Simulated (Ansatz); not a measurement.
# Electron scattering at the Σ5 (210) boundary in fcc Ag, starting shift (0.25, 0.5), part 2 of 3

Aim: the relaxed structure and the specific resistance of the Σ5 (210) boundary in fcc Ag, starting shift (0.25, 0.5).

Ansatz 0.2.0; Ansatz plane-wave DFT, PBE, PAW files; relaxation of a bicrystal slab with its lowest layers held; PAW set soft_1 (the session's first sound run).

So far. Step 2 (Relaxing the bicrystal): The largest force component on a free atom ends at 0.012 eV/Å, under the tolerance of 0.03, after 12 steps.

### Step 3. Transmission across the boundary

Bulk layers of each grain are laid under and over the relaxed boundary, and a lead is named in the middle of each, away from the free faces. The mesh across the current, 18×18, is finer than the density's, because channels open and close sharply across the zone. Energies from -0.1 to 0.1 eV in steps of 0.05 eV are too few for the program's thermal sum, so it prints no conductance; for a metal the transmission near the Fermi level serves, at a fraction of the cost.

This step: Ansatz plane-wave DFT, PBE, PAW files; ballistic transport by layer matching (Landauer), zero bias; boundary relaxed in a short slab, bulk layers laid on; PAW set soft_1 (Ansatz 0.2.0).

System of this step: Σ5 (210) boundary in fcc Ag, starting shift (0.25, 0.5). The cell holds 47 atoms: 47 Ag. Cell: a = 5.005 Å, b = 4.086 Å, c = 50.901 Å, α = 90.0°, β = 90.0°, γ = 65.9°. It derives from Ag. Regions: lower grain, 19 atoms (19 Ag); boundary, 13 atoms (13 Ag); upper grain, 15 atoms (15 Ag). Vacuum lies along c.

input.yaml

```yaml
crystal:
  lattice:
    - [5.0045524935, 0.0, 0.0]
    - [1.6681841645, 3.7301731908, 0.0]
    - [0.0, 0.0, 50.90086305]
  atoms:
    - { symbol: Ag, position: [-14.9999999996, 7.4999999997, 0.0785841292] }
    - { symbol: Ag, position: [-14.3999999997, 7.1999999997, 0.0965347502] }
    - { symbol: Ag, position: [-13.7999999997, 6.8999999997, 0.1144853711] }
    - { symbol: Ag, position: [-13.1999999997, 6.5999999997, 0.132435992] }
    - { symbol: Ag, position: [-12.5999999997, 6.2999999997, 0.1503866129] }
    - { symbol: Ag, position: [-11.9999999997, 5.9999999997, 0.1683372338] }
    - { symbol: Ag, position: [-11.3999999997, 5.6999999998, 0.1862878547] }
    - { symbol: Ag, position: [-10.7999999997, 5.3999999998, 0.2042384757] }
    - { symbol: Ag, position: [-10.1999999998, 5.0999999998, 0.2221890966] }
    - { symbol: Ag, position: [-9.5999999998, 4.7999999998, 0.2401397175] }
    - { symbol: Ag, position: [-8.9999999998, 4.4999999998, 0.2580903384] }
    - { symbol: Ag, position: [-8.3999999998, 4.1999999998, 0.2760409593] }
    - { symbol: Ag, position: [-7.7999999998, 3.8999999998, 0.2939915802] }
    - { symbol: Ag, position: [-7.1999999998, 3.5999999998, 0.3119422012] }
    - { symbol: Ag, position: [-6.5999999998, 3.2999999998, 0.3298928221] }
    - { symbol: Ag, position: [-5.9999999998, 2.9999999999, 0.347843443] }
    - { symbol: Ag, position: [-5.3999999999, 2.6999999999, 0.3657940639] }
    - { symbol: Ag, position: [-4.7999999999, 2.3999999999, 0.3837446848] }
    - { symbol: Ag, position: [-4.1999999999, 2.0999999999, 0.4016953058] }
    - { symbol: Ag, position: [0.4000000001, 0.7999999999, 0.4196459267] }
    - { symbol: Ag, position: [0.0027739391, 0.4974163003, 0.4389087418] }
    - { symbol: Ag, position: [0.6050344906, 0.1956230223, 0.4572770401] }
    - { symbol: Ag, position: [0.2090061117, 0.8928560516, 0.4758950812] }
    - { symbol: Ag, position: [0.8124510489, 0.5903964062, 0.4941482161] }
    - { symbol: Ag, position: [0.4062485989, 0.2925847498, 0.5131754943] }
    - { symbol: Ag, position: [0.0176433527, -0.0141392546, 0.533816815] }
    - { symbol: Ag, position: [0.6194212232, 0.6859229373, 0.5469961205] }
    - { symbol: Ag, position: [0.2292057271, 0.3754024098, 0.5727127182] }
    - { symbol: Ag, position: [0.6295784376, 0.6672027825, 0.5991708757] }
    - { symbol: Ag, position: [0.0282071593, 0.9689028447, 0.6124332596] }
    - { symbol: Ag, position: [0.4171515986, 0.2733942894, 0.6330434771] }
    - { symbol: Ag, position: [-0.1776077412, 0.5704131933, 0.652156557] }
    - { symbol: Ag, position: [-4.7776077412, 2.8704131933, 0.6701071779] }
    - { symbol: Ag, position: [-5.3776077412, 3.1704131933, 0.6880577988] }
    - { symbol: Ag, position: [-5.9776077411, 3.4704131933, 0.7060084198] }
    - { symbol: Ag, position: [-6.5776077411, 3.7704131933, 0.7239590407] }
    - { symbol: Ag, position: [-7.1776077411, 4.0704131933, 0.7419096616] }
    - { symbol: Ag, position: [-7.7776077411, 4.3704131932, 0.7598602825] }
    - { symbol: Ag, position: [-8.3776077411, 4.6704131932, 0.7778109034] }
    - { symbol: Ag, position: [-8.9776077411, 4.9704131932, 0.7957615243] }
    - { symbol: Ag, position: [-9.5776077411, 5.2704131932, 0.8137121453] }
    - { symbol: Ag, position: [-10.177607741, 5.5704131932, 0.8316627662] }
    - { symbol: Ag, position: [-10.777607741, 5.8704131932, 0.8496133871] }
    - { symbol: Ag, position: [-11.377607741, 6.1704131932, 0.867564008] }
    - { symbol: Ag, position: [-11.977607741, 6.4704131932, 0.8855146289] }
    - { symbol: Ag, position: [-12.577607741, 6.7704131932, 0.9034652498] }
    - { symbol: Ag, position: [-13.177607741, 7.0704131931, 0.9214158708] }
kpoints:
  mp_grid: { grid: [7, 7, 1] }
hamiltonian:
  xc: pbe
  pseudopotentials: { kind: paw, azcp: { folder: soft_1 } }
scf:
  occupations: { method: fermi_dirac, width: 0.1 }
output:
  transmission:
    leads: [[10, 11], [38, 39]]
    kmesh: [18, 18]
    e_range: [-0.1, 0.1]
    de: 0.05
  write_potential: true
  write_density: true
  volumetric_format: npy
  elf: true
```

Command:

```console
> ansatz run input.yaml --threads 4 --pin off --max-ram 15360MiB --backend cpu --events-out ev --progress --plain --runs-dir out
```

Numbers of over 12 decimals in the logs are rounded to 6 here.

Output:

```text
[...]
Crystal: 47 atoms, lattice volume = 950.210 Å³
Basis set: ecut = 420 eV, 18647 PW (Γ)
Bands: 536, of which v1, the nominal top of the filled ones, is band 447 counted from 1 (446 counted from 0)
Symmetry: 1 space group operations
[...]
k-points: 25 of 49 (time reversal used)
[...]
SCF iter   1: F=—  HF=-356766.867623 eV  |F-HF|=—  |Δ(HF+E_count)|=         —  Δρ=6.26e-2  dr2=4.26e1  ethr=3.10e-3  ⟨swp⟩=5.0  Hψ=40012  notcnv=0  defer=1292
[...]
SCF iter  10: F=-356755.976234 eV  HF=-356755.976234 eV  |F-HF|=5.20e-8  |Δ(HF+E_count)|=   3.89e-8  Δρ=2.38e-6  dr2=7.35e-8  ethr=1.12e-11  ⟨swp⟩=10.9  Hψ=57945  notcnv=0
SCF 1 converged in 10 iterations: F = -356755.976234 eV  dr2 = 7.35e-8
[...]
transmission: 640 of 6396 steps passed
transmission: 1280 of 6396 steps passed
[...]
transmission: 6396 of 6396 steps passed
WARN: The input density's exchange-correlation potential varies sharply where the density is thin. Do not read a vacuum level from v_tot or v_xc, or from such a field of the output density. On a cell that repeats whose density bears no net charge and no dipole along the vacuum's axis use v_es (v_loc + v_h of the components); under efield.dipole_correction with no amplitude use v_es + v_field, which holds any external [...]
SCF converged after 10 iterations
the last check of whether an eigenvalue changes by more than its tolerance under the output density was not made (no_room)
Free energy (F): -356755.976234 eV
[...]
Internal energy: -356755.550358 eV  (E = F + TS)
E sigma→0 (E₀):  -356755.763296 eV
Entropy (-TS):   -0.425877 eV (-9.061 meV/atom)
Fermi energy:    13.914661 eV
[...]
--- Band table (eV; the first three rows and the last of 25) ---
  k-point 0: bands = [... 443 lower, 15.5705, 15.6428, 15.7234, 15.7995, 15.8633, 15.9562, 16.0123, 16.0785, ... 85 higher]
  k-point 1: bands = [... 443 lower, 15.2324, 15.3107, 15.3876, 15.4718, 15.6216, 15.7829, 15.8948, 16.0095, ... 85 higher]
  k-point 2: bands = [... 443 lower, 14.5742, 14.6013, 14.6419, 14.7539, 14.7847, 14.8876, 15.0152, 15.0651, ... 85 higher]
  k-point 24: bands = [... 443 lower, 12.5825, 12.6605, 12.9603, 13.0470, 13.4674, 13.6005, 13.9199, 14.0433, ... 85 higher]
--- Transmission ---
  basis      : 165 plane waves across, 39 finite elements along
  points     : 164, standing for a mesh of 18 x 18
  energies   : 5 from -0.100000 to 0.100000 eV about the Fermi level, 0.050000 eV apart; the leads are filled to 0.000000 eV, and channels, transmission and decay are at 0.000000 eV
  crystal 0  : Ag3, at the sites [10, 11], period 2.7411 Å, over 18.27 Å; its Hamiltonian steps by up to 14.3 meV
    offset         : up to 0.0000 Å between an atom of the period and one for which it stands
    channels       : 2.151235e0 a spin
    conductance    : none, the energies end too early or step too widely for 300 K: set another output.transmission.e_range or a lower de, or, where they end at an eighth of basis.ecutwfc, a higher one
[...]
channels       : 2.151235e0 a spin
[...]
junction   : crystal 0 to crystal 1, 13.35 to 37.98 Å
    transmission   : 1.821221e0 a spin
[...]
```

Run time: 15 min. Hardware: 4 threads of Intel Xeon Platinum 8488C (Sapphire Rapids), shared host; peak memory 12 GiB; 59 min of CPU time.

This step gave:

```
free energy                                    : -356755.9762 eV
energy at zero smearing                        : -356755.7633 eV
Fermi energy                                   : 13.91 eV
cell area                                      : 18.67 Å²
transmission per spin nearest the Fermi level  : 1.821
open channels per spin nearest the Fermi level : 2.151
open channels per spin, upper lead             : 2.151
step of the lead's potential                   : 14.3 meV
step of the upper lead's potential             : 16 meV
```

Per spin. Transmission, zone mean against energy, zero at the Fermi level:

```csv
energy (eV),"transmission, zone mean"
-0.1000,1.80
-0.0500,1.80
0.0000,1.82
0.0500,1.83
0.1000,1.83
```

Per spin. The open channels, zone mean by energy, zero at the Fermi level:

```csv
energy (eV),lead,upper lead
-0.1000,2.11,2.14
-0.0500,2.13,2.14
0.0000,2.15,2.15
0.0500,2.16,2.16
0.1000,2.16,2.16
```

Transmission over k1 and k2. At 0.0000 eV from the Fermi level.

Ten even steps from '_' (0.45) to '@' (2.78):
```
..::##@@@@@@%%::..__==%%@@@@@@%%==__
%%@@@@@@@@@@@@%%%%****************%%
@@@@@@@@@@@@@@@@%%**--::::::--**%%@@
@@@@@@@@@@@@@@%%--::::::::::::--%%@@
%%@@@@@@%%******::::::::::::::******
**************++::::::::::::++******
**************--::::::::::--********
************++::::::::::::++********
************++::::::::::++**********
**********++::::::::::::++**********
**********--::::::::::--************
********++::::::::::::++************
%%******::::::::::::::******%%@@@@@@
@@@@%%--::::::::::::--%%@@@@@@@@@@@@
@@@@%%**--::::::--**%%@@@@@@@@@@@@@@
%%%%****************%%%%@@@@@@@@@@@@
..__==%%@@@@@@%%==__..::%%@@@@@@##::
__..::@@@@@@@@::..__..::@@@@@@@@::..
```
Columns: k1 (b1) from -0.5 to 0.444; rows upwards: k2 (b2) from -0.5 to 0.444.

Open channels over k1 and k2. At 0.0000 eV from the Fermi level.

Ten even steps from '_' (1.00) to '@' (3.00):
```
++++@@@@@@@@@@++++++@@@@@@@@@@@@@@++
@@@@@@@@@@@@@@@@@@@@++++@@@@++++@@@@
@@@@@@@@@@@@@@@@@@++++______++++@@@@
@@@@@@@@@@@@@@@@@@____________@@@@@@
@@@@@@@@@@@@++++______________++++@@
++++++++++++++++____________++++++++
++++++++++++++++__________++++++++++
++++++++++++++____________++++++++++
++++++++++++++__________++++++++++++
++++++++++++____________++++++++++++
++++++++++++__________++++++++++++++
++++++++++____________++++++++++++++
@@@@++++______________++++@@@@@@@@@@
@@@@@@@@____________@@@@@@@@@@@@@@@@
@@@@@@++++______++++@@@@@@@@@@@@@@@@
@@@@@@++++@@@@++++@@@@@@@@@@@@@@@@@@
++++@@@@@@@@@@@@@@++++++@@@@@@@@@@++
++++++@@@@@@@@++++++++++@@@@@@@@++++
```
Columns: k1 (b1) from -0.5 to 0.444; rows upwards: k2 (b2) from -0.5 to 0.444.

ELF in the cb plane at fractional x = 0.000, with atoms of Ag within 0.2 Å of it. It is the smooth field of the valence electrons, not physical close to the nuclei.

Values, 6 rows by 16 columns, each cell a mean:
```
0.17 0.16 0.23 0.26 0.19 0.52 0.37 0.17 0.20 0.17 0.16 0.23 0.28 0.12 0.04 0.00
0.20 0.25 0.18 0.17 0.18 0.23 0.20 0.18 0.18 0.20 0.25 0.18 0.17 0.10 0.03 0.00
0.34 0.57 0.21 0.19 0.19 0.17 0.17 0.30 0.20 0.32 0.57 0.22 0.12 0.05 0.01 0.00
0.33 0.55 0.21 0.19 0.19 0.17 0.17 0.29 0.20 0.32 0.55 0.22 0.12 0.05 0.01 0.00
0.20 0.24 0.18 0.17 0.18 0.25 0.21 0.18 0.17 0.19 0.24 0.18 0.17 0.10 0.03 0.00
0.17 0.16 0.23 0.27 0.19 0.53 0.38 0.17 0.21 0.17 0.16 0.24 0.29 0.13 0.04 0.00
```
Columns run along c (16.0 Å, from fractional 0.69 to 1.00 of the cell), rows up along b (4.1 Å). Atoms in or near the plane, at fractional coordinates: Ag at (0.71, 0.47), Ag at (0.80, 0.97), Ag at (0.89, 0.47).

Electrostatic potential energy in the cb plane at fractional x = 0.000, with atoms of Ag within 0.2 Å of it. With pseudopotentials it is smooth inside the atoms' cores, unlike the true potential.

Ten even steps from '0' (-13 eV) to '9' (18 eV), each cell a mean:
```
89999973137883033048987678999997324799999999
89999986568986100168988888999998656899999999
98767888888998644688888899876788888999999999
85201589988889988888778898510268999999999999
72020179987789999986336887102028999999999999
71162069876678999984125886026117999999999999
72010179987789999986336897101028999999999999
86212589988889888888778898521268999999999999
98777888888998644689888899877888888999999999
89999986468986100168988788999998656899999999
89999973137883044048987678999996313799999999
```
Columns run along c (16.0 Å, from fractional 0.69 to 1.00 of the cell; values clipped at the 3rd and 97th percentile), rows up along b (4.1 Å). Atoms in or near the plane, at fractional coordinates: Ag at (0.71, 0.47), Ag at (0.80, 0.97), Ag at (0.89, 0.47).

Valence density in the cb plane at fractional x = 0.000, with atoms of Ag within 0.2 Å of it. It is the smooth field of the valence electrons, not physical close to the nuclei.

Values in units of 1e0 e/Å³, 6 rows by 16 columns, each cell a mean:
```
0.2 0.1 0.5 0.7 0.3 7.9 3.5 0.2 0.4 0.2 0.1 0.5 0.7 0.1 0.0 0.0
0.3 0.8 0.2 0.2 0.2 0.6 0.4 0.2 0.2 0.3 0.8 0.2 0.1 0.0 0.0 0.0
2.7 9.8 0.4 0.3 0.3 0.1 0.2 1.0 0.3 2.4 9.9 0.5 0.0 0.0 0.0 0.0
2.5 9.0 0.4 0.3 0.3 0.1 0.2 0.9 0.3 2.2 9.1 0.5 0.0 0.0 0.0 0.0
0.3 0.6 0.2 0.2 0.2 0.8 0.5 0.2 0.2 0.3 0.6 0.2 0.2 0.0 0.0 0.0
0.2 0.1 0.6 0.8 0.3 8.6 3.8 0.2 0.4 0.2 0.1 0.5 0.8 0.1 0.0 0.0
```
Columns run along c (16.0 Å, from fractional 0.69 to 1.00 of the cell), rows up along b (4.1 Å). Atoms in or near the plane, at fractional coordinates: Ag at (0.71, 0.47), Ag at (0.80, 0.97), Ag at (0.89, 0.47).

Over the solved energies the transmission per spin lies between 1.80 and 1.83, out of 2.14 channels of the lead on average (up to 2.16).

### Step 4. Specific resistance

This step: Ansatz plane-wave DFT, PBE, PAW files; ballistic transport by layer matching (Landauer), zero bias; specific resistance of the boundary; PAW set soft_1 (Ansatz 0.2.0).

Numbers from this step:

```yaml
area_resistance: 0.2054 fΩ m²
t_over_the_leads_mean_channel_count: 0.8453
```

Averaged over the energies near the Fermi level, 84.5 % of the channels pass, which makes 0.205 fΩ m².

By hand, with T and the leads' channels N averaged over the energies near the Fermi level: RA = A (h/2e²)(1/T − ½[1/N₁ + 1/N₂]) = 18.67×10⁻²⁰ m² × 12 906 Ω × (1/1.815 − ½[1/2.144 + 1/2.151]) = 0.205 fΩ m².

[end of part 2 of 3]

[Logs are printed without paths, hosts, clocks, repeated set-up lines and the standing remarks that a program may print on its own settings, such as how far it seeks lower states.]

[Hosts, paths, dates, database ids (printed as entryN), source tags and the programs' standing remarks are cut or masked in the printed files.]
